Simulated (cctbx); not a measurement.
# Symmetry from intensities

Cell: a = 12.8213 Å, b = 7.2370 Å, c = 7.2120 Å, α = 90.00°, β = 124.23°, γ = 90.00°. Expected content of the cell: Mn2 Cr6 S16 Li8.

Simulated single-crystal data (cctbx): Cu Kα, λ = 1.54184 Å, to d = 0.83 Å, 95 % of the full sphere, strongest reflection 5000 counts, noise from counting, a 1.5 % proportional error and a noise floor of 8 counts (s.d.); no absorption.

Tests on the unmerged data give:

```text
3881 reflections to d = 0.831 A
centring   violations  <I/sigma> of those
    A        258 of  1947      1.9
    B        258 of  1941      1.9
    C          0 of  1962     -0.0
    I        199 of  1918      1.6
    R        243 of  2584      1.8
    F        258 of  2925      1.3
Laue class    unique    Rint  (classes that these axes allow; Friedel mates merged)
C 1 2/m 1         550   0.072
space group    extra absences  I>4sigma  <I/sigma>
C 1 2 1                 0          0         -  acentric
C 1 m 1                 0          0         -  acentric
C 1 2/m 1               0          0         -  centric
Wilson B = 2.35 A^2   <|E^2-1|> = 1.322 (0.968 centric, 0.736 acentric)   E^2>4: 9.3 %
shell (A)         n   <I/sigma>
 5.98 - 1.65     78     10.4
 1.65 - 1.32     73      8.1
 1.32 - 1.15     61      7.5
 1.15 - 1.05     65      8.8
 1.05 - 0.97     73      3.6
 0.97 - 0.91     57      3.4
 0.91 - 0.87     85      3.3
 0.87 - 0.83     58      5.9
```

Q: Read the symmetry from these tables.

The reflections that C centring forbids are absent (⟨I/σ⟩ near 0), so the lattice is C.

Only C 1 2/m 1 fits these axes (Rint 0.072); a search for a hidden higher lattice was not made.

3 settings pass the absence test. No glide or screw absences show, which leaves C 1 2 1, C 1 m 1 and C 1 2/m 1.

⟨|E²−1|⟩ = 1.322 is above even the centric ideal, a mark of pseudo-translation (a class of systematically weak reflections). The Wilson B of 2.35 Å² means U ≈ 0.0298 Å².

The true group is C2/m (no. 12), Laue class 2/m, centrosymmetric. The tables only narrow the choice to the tied entries; cell content, site symmetry and trial solutions must settle it.

The model is made up (kin elements in a known structure type, no relaxation), so it says nothing on whether the phase exists.

[Logs are printed without paths, hosts, clocks, repeated set-up lines and the standing remarks that a program may print on its own settings, such as how far it seeks lower states.]
